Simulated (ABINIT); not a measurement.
# Diamond (Fd-3m, 2 atoms a cell): G0W0 in ABINIT against the screening cutoff in the self-energy, part 2 of 2

How does the gap of Diamond (Fd-3m, 2 atoms a cell) converge in the screening cutoff in the self-energy?

ABINIT 10.8.3; PBE and many-body steps on it, plane waves. Known limits of the many-body steps: not at the basis limit.

So far. Step 2 (Screening, 8×8×8 mesh, 210 bands, screening to 435.4 eV): Local fields lower ε∞ by 7 %. Step 5 (5.6 Ha): The gap on the mesh goes from 4.19 eV to 5.44 eV, a correction of +1.25 eV.

## (6) 8 Ha

Level of this step: G0W0 on PBE, plane waves, norm-conserving pseudopotentials (ABINIT).

The input, run.abi:

```
acell 3*1.0 Angstrom
rprim 
  -0.000000000000 1.783370000000 1.783370000000
  1.783370000000 -0.000000000000 1.783370000000
  1.783370000000 1.783370000000 0.000000000000
ntypat 1
znucl 6
natom 2
typat 1 1
xred 
  -0.000000000000 0.000000000000 0.000000000000
  0.250000000000 0.250000000000 0.250000000000
pp_dirpath "pseudos"
pseudos "C.upf"
ecut 37
ngkpt 8 8 8
nshiftk 1
shiftk 0 0 0
kptopt 1
chksymbreak 0
istwfk *1
occopt 1
irdwfk 1
optdriver 4
nband 210
gwcalctyp 0
ecutsigx 37
symsigma 1
nkptgw 2
kptgw 
  0.0000000000 0.0000000000 0.0000000000
  0.3750000000 0.3750000000 0.0000000000
bdgw 
  2 7
  3 6
ecuteps 8
irdscr 1
ppmodel 1
indata_prefix "in"
outdata_prefix "out"
tmpdata_prefix "tmp"
```

Run with:

```sh
$ OMP_NUM_THREADS=1 mpirun -n 8 abinit run.abi > log
```

Log:

```text
.Version 10.8.3 of ABINIT. v10.8.2 released Aug 2026.

 Symmetries : space group Fd -3 m (#227); Bravais cF (face-center cubic)
[... echo of the input left out ...]
== DATASET  1 ==================================================================
-   mpi_nproc: 8, omp_nthreads: 1 (-1 if OMP is not activated)

--- !DatasetInfo
iteration_state: {dtset: 1, }
dimensions: {natom: 2, nkpt: 29, mband: 210, nsppol: 1, nspinor: 1, nspden: 1, mpw: 869, }
cutoff_energies: {ecut:  37.0, pawecutdg:  -1.0, }
[...]
Band     E0 <VxcDFT>   SigX SigC(E0)      Z dSigC/dE  Sig(E)    E-E0       E
[...]
5  14.483 -14.094  -8.673  -4.802   0.842  -0.187 -13.572   0.522  15.005
        6  17.096 -13.238  -7.304  -5.333   0.843  -0.186 -12.731   0.507  17.603

== END DATASET(S) ==============================================================
================================================================================

 -outvars: echo values of variables after computation  --------
           etotal      0.0000000000E+00
            nband         210
             nkpt          29
          spgroup         227
 [... the other variables as echoed above ...]

 Calculation completed.
```

Run time: 6 s. Hardware: 8 MPI ranks of Arm Neoverse V1, shared host; peak memory 1.4 GiB; 47 s of CPU time.

Numbers from this step:

```
G0W0 gap on the points computed              : 5.452 eV
starting gap on the mesh                     : 4.190 eV
k of the valence top                         : 0, 0, 0
k of the conduction bottom                   : 0.375, 0.375, 0
least direct G0W0 gap on the computed points : 7.355 eV
```

Against the run before, the gap moves by +0.008 eV.

## (7) 12 Ha

run.abi: that of step 6 with these lines changed.

```diff
@@ -35,3 +35,3 @@
   3 6
-ecuteps 8
+ecuteps 12
 irdscr 1
```

Log:

```text
.Version 10.8.3 of ABINIT. v10.8.2 released Aug 2026.

 Symmetries : space group Fd -3 m (#227); Bravais cF (face-center cubic)
[... echo of the input left out ...]
== DATASET  1 ==================================================================
-   mpi_nproc: 8, omp_nthreads: 1 (-1 if OMP is not activated)

--- !DatasetInfo
iteration_state: {dtset: 1, }
dimensions: {natom: 2, nkpt: 29, mband: 210, nsppol: 1, nspinor: 1, nspden: 1, mpw: 869, }
cutoff_energies: {ecut:  37.0, pawecutdg:  -1.0, }
[...]
Band     E0 <VxcDFT>   SigX SigC(E0)      Z dSigC/dE  Sig(E)    E-E0       E
[...]
5  14.483 -14.094  -8.673  -4.889   0.841  -0.189 -13.647   0.448  14.930
        6  17.096 -13.238  -7.304  -5.411   0.842  -0.187 -12.798   0.441  17.537

== END DATASET(S) ==============================================================
================================================================================

 -outvars: echo values of variables after computation  --------
           etotal      0.0000000000E+00
            nband         210
             nkpt          29
          spgroup         227
 [... the other variables as echoed above ...]

 Calculation completed.
```

The job ended after 25 s (8 MPI ranks; peak memory 2.5 GiB; 3.3 min of CPU time).

This step gave:

* G0W0 gap on the points computed: 5.527 eV
* starting gap on the mesh: 4.190 eV
* k of the valence top: 0, 0, 0
* k of the conduction bottom: 0.375, 0.375, 0
* least direct G0W0 gap on the computed points: 7.426 eV

Against the run before, the gap moves by +0.075 eV.

## (8) 16 Ha

run.abi: that of step 7 with these lines changed.

```diff
@@ -35,3 +35,3 @@
   3 6
-ecuteps 12
+ecuteps 16
 irdscr 1
```

Log:

```text
.Version 10.8.3 of ABINIT. v10.8.2 released Aug 2026.

 Symmetries : space group Fd -3 m (#227); Bravais cF (face-center cubic)
[... echo of the input left out ...]
== DATASET  1 ==================================================================
-   mpi_nproc: 8, omp_nthreads: 1 (-1 if OMP is not activated)

--- !DatasetInfo
iteration_state: {dtset: 1, }
dimensions: {natom: 2, nkpt: 29, mband: 210, nsppol: 1, nspinor: 1, nspden: 1, mpw: 869, }
cutoff_energies: {ecut:  37.0, pawecutdg:  -1.0, }
[...]
Band     E0 <VxcDFT>   SigX SigC(E0)      Z dSigC/dE  Sig(E)    E-E0       E
[...]
5  14.483 -14.094  -8.673  -4.899   0.841  -0.189 -13.654   0.440  14.923
        6  17.096 -13.238  -7.304  -5.419   0.842  -0.187 -12.804   0.434  17.530

== END DATASET(S) ==============================================================
================================================================================

 -outvars: echo values of variables after computation  --------
           etotal      0.0000000000E+00
            nband         210
             nkpt          29
          spgroup         227
 [... the other variables as echoed above ...]

 Calculation completed.
```

The job ended after 51 s (8 MPI ranks; peak memory 3 GiB).

This step gave:

```yaml
g0w0_gap_on_the_points_computed: 5.538 eV
starting_gap_on_the_mesh: 4.190 eV
k_of_the_valence_top: 0, 0, 0
k_of_the_conduction_bottom: 0.375, 0.375, 0
least_direct_g0w0_gap_on_the_computed_points: 7.434 eV
```

Against the run before, the gap moves by +0.011 eV.

## (9) Side by side

Times are wall times on 8 MPI ranks of Arm Neoverse V1, shared host, good to a factor of about two. A run's time includes the screening step that it read.

```csv
run,mesh,bands,screening cutoff (eV),DFT gap (eV),gap on the mesh (eV),direct (eV),ε∞ used,time
1.6 Ha,8×8×8,210,43.5,4.190,5.141,7.300,5.51,4.3 min
3.2 Ha,8×8×8,210,87.1,4.190,5.196,7.219,5.51,4.3 min
5.6 Ha,8×8×8,210,152.4,4.190,5.444,7.353,5.51,4.3 min
8 Ha,8×8×8,210,217.7,4.190,5.452,7.355,5.51,4.3 min
12 Ha,8×8×8,210,326.5,4.190,5.527,7.426,5.51,4.6 min
16 Ha,8×8×8,210,435.4,4.190,5.538,7.434,5.51,5.1 min
```

## (10) What came out

| Item | Value |
| --- | --- |
| 1.6 Ha | 5.141 eV |
| 3.2 Ha | 5.196 eV |
| 5.6 Ha | 5.444 eV |
| 8 Ha | 5.452 eV |
| 12 Ha | 5.527 eV |
| 16 Ha | 5.538 eV |
| known limits | not at the basis limit |

**Reading.** The setting moved: screening cutoff in the self-energy. From 1.6 Ha to 16 Ha the gap moves by +0.40 eV. The last step still moves it by +0.011 eV. Bands and screening cutoff are coupled, so a series along one setting does not show full convergence. Bands and cutoff are finite, so the gap is not at the basis limit. The miss can reach some tenths of an eV and take either sign; the mesh is an error of its own. In the first G0W0 run levels were corrected at 2 k points alone, so a gap called «on the mesh» is the least over those, and an edge elsewhere would be missed.

[Paths, hosts, dates, memory and timing lines, banners, echoed tables and standing remarks are left out of the program output.]

[Logs are printed without paths, hosts, clocks, repeated set-up lines and the standing remarks that a program may print on its own settings, such as how far it seeks lower states.]

[Runs of the session that timed out or met a known fault of the program may be left out.]

[No measured gap is set beside runs whose start may be inverted or whose files or cutoffs have a known fault.]

[Hosts, paths, dates, database ids (printed as entryN), source tags and the programs' standing remarks are cut or masked in the printed files.]

[G0W0 gaps are taken among the corrected bands and points alone; a level outside them can change the order at an edge.]

[Where Ansatz stands beside ABINIT at settings called matched, ABINIT's density can come from a denser mesh and the files from another edition; pairs whose starting gaps differed by over 0.03 eV were left out, so agreement reads better than it is.]
